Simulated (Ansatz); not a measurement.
# What SrAlH3 (Pm-3m) distorts into, part 2 of 3

Wanted: the energy along a soft mode of SrAlH3 (Pm-3m) and the structure at the end.

Ansatz 0.2.0; DFT PBEsol, scalar-relativistic, plane waves, PAW; PAW set soft_1.

So far, highest frequency on path, mesh or solved points (cm⁻¹): step 2 (response at finite wavevector) 1451. Also lowest frequency on the path (cm⁻¹): step 2 -742.

## (4) The mode frozen in, largest atomic shift 0.6 Å

The atoms are moved along the unstable eigenvector, the largest shift by 0.6 Å, with the cell fixed.

Input file input.yaml:

```yaml
crystal:
  lattice:
    - [4.4956135358, 0.0, 0.0]
    - [0.0, 4.4956135358, 0.0]
    - [0.0, 0.0, 4.4956135358]
  atoms:
    - { symbol: Sr, position: [0.5, 0.5006473886, 0.5] }
    - { symbol: Al, position: [0.0, 0.0079385965, 0.0] }
    - { symbol: H, position: [0.0, 0.3665365705, 0.5] }
    - { symbol: H, position: [0.5, 0.3665365705, 0.0] }
    - { symbol: H, position: [0.5, -0.0018427178, 0.5] }
kpoints:
  mp_grid: { grid: [8, 8, 8] }
hamiltonian:
  xc: pbesol
  pseudopotentials: { kind: paw, azcp: { folder: soft_1 }, xc_functional: pbe }
scf:
  occupations: { method: methfessel_paxton, width: 0.2 }
output:
  forces: true
  stress: true
  eigenvalues: true
```

The run is started by

```sh
$ ansatz run input.yaml --threads 4 --pin off --max-ram 10240MiB --backend cpu --events-out ev --progress --plain --runs-dir out
```

Output:

```text
[...]
Crystal: 5 atoms, lattice volume = 90.859 Å³
Basis set: ecut = 420 eV, 1791 PW (Γ), exchange–correlation on 64×64×64 points (8 copies of the dense FFT grid, shifted against one another)
Bands: 13, of which v1, the nominal top of the filled ones, is band 8 counted from 1 (7 counted from 0)
Symmetry: 8 space group operations
[...]
k-points: 75 of 512 (time reversal used)
[...]
k-point 0: bands = [... 4 lower, -3.0755, 0.8702, 1.0619, 2.8810, 5.1135, 5.1135, 5.3202, 8.5234, ... 1 higher]
  k-point 1: bands = [... 4 lower, -2.9527, 0.8110, 1.0640, 2.6379, 5.0589, 5.0933, 5.7558, 8.4176, ... 1 higher]
  k-point 2: bands = [... 4 lower, -2.5976, 0.3670, 1.1303, 2.4813, 5.0395, 5.1465, 6.3422, 8.3479, ... 1 higher]
  k-point 74: bands = [... 4 lower, 0.1415, 0.9372, 0.9372, 1.9812, 2.7066, 3.7028, 3.7028, 8.5485, ... 1 higher]
[key lines of the parts left out:]
SCF converged after 9 iterations
Free energy (F): -4062.443751 eV
Fermi energy:    2.851968 eV
P = ⅓ Tr σ = -2.0701 GPa (-20.701 kbar)
```

The job ended after 3.3 s (4 threads of Arm Neoverse V1, shared host; peak memory 0.42 GiB).

This step gave:

```
pressure                         : -2.070 GPa
energy from the undistorted cell : -73.89 meV/atom
```

The energy, extrapolated to zero smearing, is -73.89 meV/atom against the undistorted cell.

The run ends at a pressure of -2.07 GPa, with forces up to 0.91 eV/Å.

## (5) Energy along the mode, all amplitudes (two of the runs are shown above)

An imaginary frequency means negative curvature, so the energy should fall and then rise again as anharmonic terms take over.

This step gave:

* depth at the lowest point sampled: 73.89 meV/atom
* largest atomic shift at that point: 0.6 Å

Energy from the parent against largest atomic shift:

| largest atomic shift (Å) | energy from the parent (meV/atom) |
| --- | --- |
| 0.000 | 0 |
| 0.040 | -0.452 |
| 0.080 | -1.80 |
| 0.140 | -5.47 |
| 0.220 | -13.2 |
| 0.320 | -26.6 |
| 0.450 | -47.8 |
| 0.600 | -73.9 |

Displacement at unit largest shift by atom:

| atom | x (Å) | y (Å) | z (Å) | size |
| --- | --- | --- | --- | --- |
| Sr1 | 0.00 | 0.01 | 0.00 | 0.01 |
| Al2 | 0.00 | 0.06 | 0.00 | 0.06 |
| H3 | 0.00 | -1.00 | 0.00 | 1.00 |
| H4 | 0.00 | -1.00 | 0.00 | 1.00 |
| H5 | 0.00 | -0.01 | 0.00 | 0.01 |

The energy still falls at the last step, so the rise lies beyond the steps tried.

## (6) Relaxing from the distorted cell

Starting from the lowest point found, all atoms and the cell are let go, so that strain and other modes of the same symmetry can join in.

input.yaml: that of step 4 with these lines changed.

```diff
@@ -22 +22,6 @@
   eigenvalues: true
+relax:
+  adjacent_minimum: "off"
+  f_tol: 0.002
+  max_steps: 120
+  cell: { stress_tol: 0.03 }
```

Output:

```text
[...]
Crystal: 5 atoms, lattice volume = 90.859 Å³
Basis set: ecut = 420 eV, 1791 PW (Γ), exchange–correlation on 64×64×64 points (8 copies of the dense FFT grid, shifted against one another)
Bands: 13, of which v1, the nominal top of the filled ones, is band 8 counted from 1 (7 counted from 0)
Symmetry: 8 space group operations
[...]
k-points: 75 of 512 (time reversal used)
[...]
SCF iter   1: F=—  HF=-4064.096712 eV  |F-HF|=—  |Δ(HF+E_count)|=         —  Δρ=5.35e-2  dr2=4.57e0  ethr=3.10e-3  ⟨swp⟩=8.5  Hψ=7992  notcnv=0
[...]
SCF iter   9: F=-4062.443751 eV  HF=-4062.443751 eV  |F-HF|=6.01e-10  |Δ(HF+E_count)|=   2.20e-8  S|Δr|=    0.00e0  Δρ=1.08e-6  dr2=2.33e-9  ethr=6.25e-10  ⟨swp⟩=12.3  Hψ=6538  notcnv=0
SCF 1 converged in 9 iterations: F = -4062.443751 eV  dr2 = 2.33e-9
[...]
relax step   1: F+E_penalty+E_count = -4062.44375079 eV  Δ(F+E_penalty+E_count) = +0.000e0 eV  max|allowed force component| = 9.062e-1 eV/Å  Δτ_max = 0.0000 Å  P = -2.070 GPa  Ω = 90.859 Å³  (9 SCF iters, dr2 threshold 1.00e-7 eV, accepted)
Crystal: 5 atoms, lattice volume = 88.490 Å³
Basis set: ecut = 420 eV, 1759 PW (Γ), exchange–correlation on 64×64×64 points (8 copies of the dense FFT grid, shifted against one another)
[...]
SCF iter   6: F=-4062.740641 eV  HF=-4062.740641 eV  |F-HF|=1.45e-8  |Δ(HF+E_count)|=   2.43e-7  S|Δr|=    0.00e0  Δρ=7.83e-6  dr2=7.04e-8  ethr=3.12e-9  ⟨swp⟩=7.7  Hψ=5706  notcnv=0
SCF 2 converged in 6 iterations: F = -4062.740641 eV  dr2 = 7.04e-8
relax step   2: F+E_penalty+E_count = -4062.74064145 eV  Δ(F+E_penalty+E_count) = -2.969e-1 eV  max|allowed force component| = 7.180e-1 eV/Å  Δτ_max = 0.1950 Å  P = -2.078 GPa  Ω = 88.490 Å³  energy of the carried Pulay correction = +6.664e-4 eV  (6 SCF iters, dr2 threshold 5.00e-7 eV, accepted)
Crystal: 5 atoms, lattice volume = 84.707 Å³
Basis set: ecut = 420 eV, 1655 PW (Γ), exchange–correlation on 64×64×64 points (8 copies of the dense FFT grid, shifted against one another)
[...]
SCF iter   6: F=-4063.083019 eV  HF=-4063.083019 eV  |F-HF|=3.07e-8  |Δ(HF+E_count)|=   5.43e-7  S|Δr|=    0.00e0  Δρ=9.02e-6  dr2=6.83e-8  ethr=3.12e-9  ⟨swp⟩=7.6  Hψ=5653  notcnv=0
SCF 3 converged in 6 iterations: F = -4063.083019 eV  dr2 = 6.83e-8
relax step   3: F+E_penalty+E_count = -4063.08301949 eV  Δ(F+E_penalty+E_count) = -3.424e-1 eV  max|allowed force component| = 3.782e-1 eV/Å  Δτ_max = 0.1954 Å  P = -2.534 GPa  Ω = 84.707 Å³  energy of the carried Pulay correction = +1.768e-3 eV  (6 SCF iters, dr2 threshold 5.00e-7 eV, accepted)
[... from here on, the SCF cycles and remarks between the steps are left out ...]
relax step   4: F+E_penalty+E_count = -4063.44400851 eV  Δ(F+E_penalty+E_count) = -3.610e-1 eV  max|allowed force component| = 2.502e-1 eV/Å  Δτ_max = 0.1948 Å  P = -2.953 GPa  Ω = 77.402 Å³  energy of the carried Pulay correction = +4.036e-3 eV  (6 SCF iters, dr2 threshold 5.00e-7 eV, accepted)
relax step   5: F+E_penalty+E_count = -4063.61124982 eV  Δ(F+E_penalty+E_count) = -1.672e-1 eV  max|allowed force component| = 6.220e-1 eV/Å  Δτ_max = 0.1002 Å  P = -1.285 GPa  Ω = 69.378 Å³  energy of the carried Pulay correction = +6.768e-3 eV  (6 SCF iters, dr2 threshold 5.00e-7 eV, accepted)
relax step   6: F+E_penalty+E_count = -4063.75352447 eV  Δ(F+E_penalty+E_count) = -1.423e-1 eV  max|allowed force component| = 4.339e-1 eV/Å  Δτ_max = 0.1437 Å  P = +1.105 GPa  Ω = 62.750 Å³  energy of the carried Pulay correction = +9.239e-3 eV  (6 SCF iters, dr2 threshold 5.00e-7 eV, accepted)
relax step   7: F+E_penalty+E_count = -4063.76856611 eV  Δ(F+E_penalty+E_count) = -1.504e-2 eV  max|allowed force component| = 8.730e-1 eV/Å  Δτ_max = 0.1945 Å  P = +2.049 GPa  Ω = 59.752 Å³  energy of the carried Pulay correction = +1.043e-2 eV  (6 SCF iters, dr2 threshold 5.00e-7 eV, accepted)
relax step   8: F+E_penalty+E_count = -4063.67878734 eV  Δ(F+E_penalty+E_count) = +8.978e-2 eV  max|allowed force component| = 1.714e0 eV/Å  Δτ_max = 0.1631 Å  P = +3.762 GPa  Ω = 60.963 Å³  energy of the carried Pulay correction = +9.942e-3 eV  (6 SCF iters, dr2 threshold 5.00e-7 eV, rejected (line search))
relax step   9: F+E_penalty+E_count = -4063.83879045 eV  Δ(F+E_penalty+E_count) = -7.022e-2 eV  max|allowed force component| = 1.885e-1 eV/Å  Δτ_max = 0.0795 Å  P = +1.207 GPa  Ω = 61.159 Å³  energy of the carried Pulay correction = +9.865e-3 eV  (10 SCF iters, accepted)
relax step  10: F+E_penalty+E_count = -4063.85406921 eV  Δ(F+E_penalty+E_count) = -1.528e-2 eV  max|allowed force component| = 4.794e-2 eV/Å  Δτ_max = 0.0453 Å  P = +0.564 GPa  Ω = 61.729 Å³  energy of the carried Pulay correction = +9.639e-3 eV  (5 SCF iters, dr2 threshold 5.00e-7 eV, accepted)
relax step  11: F+E_penalty+E_count = -4063.85558349 eV  Δ(F+E_penalty+E_count) = -1.514e-3 eV  max|allowed force component| = 1.704e-2 eV/Å  Δτ_max = 0.0130 Å  P = +0.183 GPa  Ω = 62.355 Å³  energy of the carried Pulay correction = +9.393e-3 eV  (5 SCF iters, dr2 threshold 5.00e-7 eV, accepted)
relax step  12: F+E_penalty+E_count = -4063.85568351 eV  Δ(F+E_penalty+E_count) = -1.000e-4 eV  max|allowed force component| = 4.801e-3 eV/Å  Δτ_max = 0.0017 Å  P = +0.022 GPa  Ω = 62.579 Å³  energy of the carried Pulay correction = +9.306e-3 eV  (4 SCF iters, dr2 threshold 9.73e-8 eV, accepted)
relax step  13: F+E_penalty+E_count = -4063.85567238 eV  Δ(F+E_penalty+E_count) = +1.113e-5 eV  max|allowed force component| = 3.751e-3 eV/Å  Δτ_max = 0.0014 Å  P = -0.004 GPa  Ω = 62.626 Å³  energy of the carried Pulay correction = +9.288e-3 eV  (5 SCF iters, dr2 threshold 1.44e-9 eV, accepted)
relax step  14: F+E_penalty+E_count = -4063.85567594 eV  Δ(F+E_penalty+E_count) = -3.557e-6 eV  max|allowed force component| = 2.934e-5 eV/Å  Δτ_max = 0.0003 Å  P = -0.000 GPa  Ω = 62.620 Å³  energy of the carried Pulay correction = +9.290e-3 eV  (4 SCF iters, dr2 threshold 8.79e-10 eV, accepted)
relax step  15: F+E_penalty+E_count = -4063.85440787 eV  Δ(F+E_penalty+E_count) = +1.268e-3 eV  max|allowed force component| = 1.860e-3 eV/Å  Δτ_max = 0.0000 Å  P = -0.020 GPa  Ω = 62.620 Å³  stress off target by 5.12e-2 GPa  SCF on the basis re-selected at this cell (its energy is not comparable with the rows above)  (6 SCF iters)
relax step  16: F+E_penalty+E_count = -4063.85445948 eV  Δ(F+E_penalty+E_count) = -5.162e-5 eV  max|allowed force component| = 4.854e-4 eV/Å  Δτ_max = 0.0007 Å  P = +0.000 GPa  Ω = 62.560 Å³  energy of the carried Pulay correction = +2.434e-5 eV  (5 SCF iters, dr2 threshold 6.55e-9 eV, accepted)
[...]
SCF iter   5: F=-4063.854439 eV  HF=-4063.854439 eV  |F-HF|=4.55e-13  |Δ(HF+E_count)|=  3.18e-12  S|Δr|=    0.00e0  Δρ=1.31e-7  dr2=5.92e-12  ethr=1.00e-12  ⟨swp⟩=7.9  Hψ=5258  notcnv=0
SCF 17 converged in 5 iterations: F = -4063.854439 eV  dr2 = 5.92e-12
relax step  17: F+E_penalty+E_count = -4063.85443864 eV  Δ(F+E_penalty+E_count) = +2.084e-5 eV  max|allowed force component| = 4.795e-4 eV/Å  Δτ_max = 0.0000 Å  P = -0.000 GPa  Ω = 62.560 Å³  stress off target by 5.68e-3 GPa  SCF on the basis re-selected at this cell (its energy is not comparable with the rows above)  (5 SCF iters)
[...]
SCF converged after 5 iterations
[...]
Free energy (F): -4063.854439 eV
[...]
Internal energy: -4063.854760 eV  (E = F + TS)
E sigma→0 (E₀):  -4063.854519 eV
Entropy (-TS):   0.000321 eV (0.064 meV/atom)
Fermi energy:    6.482548 eV
[...]
--- Forces (eV/Å), atoms counted from 1 ---
  atom   1  Sr     0.00000000     0.00002586    -0.00000000
  atom   2  Al     0.00000000     0.00047941     0.00000000
  atom   3  H     -0.00000000    -0.00024099    -0.00000000
  atom   4  H      0.00000000    -0.00024099    -0.00000000
  atom   5  H      0.00000000    -0.00002358    -0.00000000
  max |Σ_I F_I| component: 2.91e-7 eV/Å
--- Stress (GPa, compression-positive) ---
       -0.003050      -0.000000       0.000000
       -0.000000       0.005678      -0.000000
        0.000000      -0.000000      -0.003050
  P = ⅓ Tr σ = -0.0001 GPa (-0.001 kbar)
--- Band table (eV; the first three rows and the last of 75) ---
  k-point 0: bands = [... 4 lower, -2.5856, 4.0182, 4.1426, 5.9581, 9.7948, 9.9127, 9.9127, 10.6505, ... 1 higher]
  k-point 1: bands = [... 4 lower, -2.3950, 3.7056, 4.2307, 6.0020, 8.7644, 9.9629, 10.1990, 11.5972, ... 1 higher]
  k-point 2: bands = [... 4 lower, -1.8493, 2.7239, 4.5155, 5.8883, 8.7219, 10.0310, 10.0684, 11.6578, ... 1 higher]
  k-point 74: bands = [... 4 lower, 1.5836, 1.5836, 4.0562, 4.1337, 5.6672, 9.1134, 9.1134, 10.8266, ... 1 higher]
--- Relaxed structure (15 steps of the walk, 14 accepted, 2 SCFs on fresh bases) ---
  F+E_penalty+E_count = -4063.85443864 eV   max|allowed force component| = 4.795e-4 eV/Å   (the final SCF, on the basis selected at the relaxed cell)
  cell:  # Å, volume = 62.5605 Å³
    - [3.562752, 0, 0]
    - [0, 4.928659, 0.0]
    - [0, 0.0, 3.562752]
  atoms:
    - { symbol: Sr, position: [0.500000, 0.565684, 0.500000] }
    - { symbol: Al, position: [0, 0.088719, 0] }
    - { symbol: H, position: [0, 0.274406, 0.500000] }
    - { symbol: H, position: [0.500000, 0.274406, 0] }
    - { symbol: H, position: [0.500000, 0.036600, 0.500000] }
```

Wall time 53 s (4 threads); peak memory 0.5 GiB; 3.4 min of CPU time.

The steps of the relaxation:

| step | energy less that of the first step (eV) | largest force component (eV/Å) | pressure (GPa) | volume (Å³) |
| --- | --- | --- | --- | --- |
| 1 | 0.0000 | 0.9062 | -2.07 | 90.86 |
| 2 | -0.2969 | 0.7180 | -2.08 | 88.49 |
| 3 | -0.6393 | 0.3782 | -2.53 | 84.71 |
| 4 | -1.0003 | 0.2502 | -2.95 | 77.40 |
| 5 | -1.1675 | 0.6220 | -1.28 | 69.38 |
| 6 | -1.3098 | 0.4339 | 1.10 | 62.75 |
| 7 | -1.3248 | 0.8730 | 2.05 | 59.75 |
| 8 | -1.2350 | 1.7139 | 3.76 | 60.96 |
| 9 | -1.3950 | 0.1885 | 1.21 | 61.16 |
| 10 | -1.4103 | 0.0479 | 0.56 | 61.73 |
| 11 | -1.4118 | 0.0170 | 0.18 | 62.36 |
| 12 | -1.4119 | 0.0048 | 0.02 | 62.58 |
| 13 | -1.4119 | 0.0038 | 0.00 | 62.63 |
| 14 | -1.4119 | 0.0000 | 0.00 | 62.62 |
| 15* | -1.4107 | 0.0019 | -0.02 | 62.62 |
| 16 | -1.4107 | 0.0005 | 0.00 | 62.56 |
| 17* | -1.4107 | 0.0005 | 0.00 | 62.56 |

Relaxation steps marked * repeat the geometry before them on a plane-wave basis chosen anew for their cell, so energy and pressure can jump there. Relaxation step 8 was tried and not accepted.

The run keeps the 8 symmetry operations that the program found, so distortions that break them were not tested.

| cell as run | before | after | change |
| --- | --- | --- | --- |
| a (Å) | 4.496 | 3.563 | -20.8 % |
| b (Å) | 4.496 | 4.929 | +9.6 % |
| c (Å) | 4.496 | 3.563 | -20.8 % |
| volume (Å³/atom) | 18.17 | 12.51 | -31.1 % |

The atoms that moved most (Å, as changes of fractional coordinates times the final cell):

| atom | dx | dy | dz | length |
| --- | --- | --- | --- | --- |
| H3 | 0.000 | -0.454 | 0.000 | 0.454 |
| H4 | 0.000 | -0.454 | 0.000 | 0.454 |
| Al2 | 0.000 | 0.398 | 0.000 | 0.398 |
| Sr1 | 0.000 | 0.321 | 0.000 | 0.321 |
| H5 | 0.000 | 0.189 | 0.000 | 0.189 |

The relaxed structure:

```cif
data_structure
_symmetry_space_group_name_H-M 'P 1'
_symmetry_Int_Tables_number 1
_cell_length_a 3.5628
_cell_length_b 4.9287
_cell_length_c 3.5628
_cell_angle_alpha 90.000
_cell_angle_beta 90.000
_cell_angle_gamma 90.000
_cell_volume 62.56
loop_
_atom_site_label
_atom_site_type_symbol
_atom_site_fract_x
_atom_site_fract_y
_atom_site_fract_z
_atom_site_occupancy
Sr1 Sr 0.50000 0.56568 0.50000 1
Al2 Al 0.00000 0.08872 0.00000 1
H3 H 0.00000 0.27441 0.50000 1
H4 H 0.50000 0.27441 0.00000 1
H5 H 0.50000 0.03660 0.50000 1
```

Read from the output:

* pressure: -1.41e-4 GPa
* volume per atom: 12.51 Å³

The distorted start has space group P4mm; the relaxation ends in P4mm.

## (7) The new phase in its own primitive cell

The relaxed structure is symmetrised, reduced to its primitive cell and relaxed tightly, as its phonons need.

input.yaml, the sections that differ from step 6:

```yaml
crystal:
  lattice:
    - [3.5627524318, 0.0, 0.0]
    - [0.0, 3.5627524318, 0.0]
    - [0.0, 0.0, 4.9286589374]
  atoms:
    - { symbol: Sr, position: [0.5, 0.5, 0.4343157043] }
    - { symbol: Al, position: [0.0, 0.0, 0.9112807982] }
    - { symbol: H, position: [0.0, 0.5, 0.7255937354] }
    - { symbol: H, position: [0.5, 0.0, 0.7255937354] }
    - { symbol: H, position: [0.5, 0.5, 0.9633996183] }
kpoints:
  mp_grid: { grid: [10, 10, 8] }
relax:
  adjacent_minimum: "off"
  f_tol: 0.001
  max_steps: 60
  cell: { stress_tol: 0.01 }
# hamiltonian, scf, output: as in step 6
```

Output:

```text
[...]
Crystal: 5 atoms, lattice volume = 62.560 Å³
Basis set: ecut = 420 eV, 1213 PW (Γ), exchange–correlation on 48×48×72 points (8 copies of the dense FFT grid, shifted against one another)
Bands: 13, of which v1, the nominal top of the filled ones, is band 8 counted from 1 (7 counted from 0)
Symmetry: 8 space group operations
[...]
k-points: 105 of 800 (time reversal used)
[...]
--- Relaxed structure (5 steps of the walk, 4 accepted, 1 SCFs on fresh bases) ---
[...]
cell:  # Å, volume = 62.6050 Å³
    - [3.562568, 0, 5.490970e-19]
    - [0, 3.562568, 0]
    - [7.596127e-19, 0, 4.932678]
  atoms:
    - { symbol: Sr, position: [0.5, 0.5, 0.434744] }
    - { symbol: Al, position: [-2.184110e-19, 0, 0.910468] }
    - { symbol: H, position: [0, 0.5, 0.725433] }
    - { symbol: H, position: [0.5, 0, 0.725433] }
    - { symbol: H, position: [0.5, 0.5, 0.964105] }
[key lines of the parts left out:]
SCF converged after 5 iterations
Free energy (F): -4063.856818 eV
Fermi energy:    6.424934 eV
P = ⅓ Tr σ = -0.0004 GPa (-0.004 kbar)
```

It took 18 s on 4 threads; peak memory 0.44 GiB.

Little changed from the start: no atom moved by 0.005 Å and no cell edge by 0.1 %.

Read from the output:

- pressure: -3.98e-4 GPa
- volume per atom: 12.52 Å³

The largest force component left is 0.087 meV/Å and the pressure is 0.000 GPa, within the tolerances set. The cell now holds 12.52 Å³/atom.

(Part 2 of 3 ends here.)

[Long decimals in the printed logs are rounded to 6 places.]

[Logs are printed without paths, hosts, clocks, repeated set-up lines and the standing remarks that a program may print on its own settings, such as how far it seeks lower states.]

[Hosts, paths, dates, database ids (printed as entryN), source tags and the programs' standing remarks are cut or masked in the printed files.]

[Where the starting crystal was built by hand or by swapping elements, it need not be the compound's stable phase.]
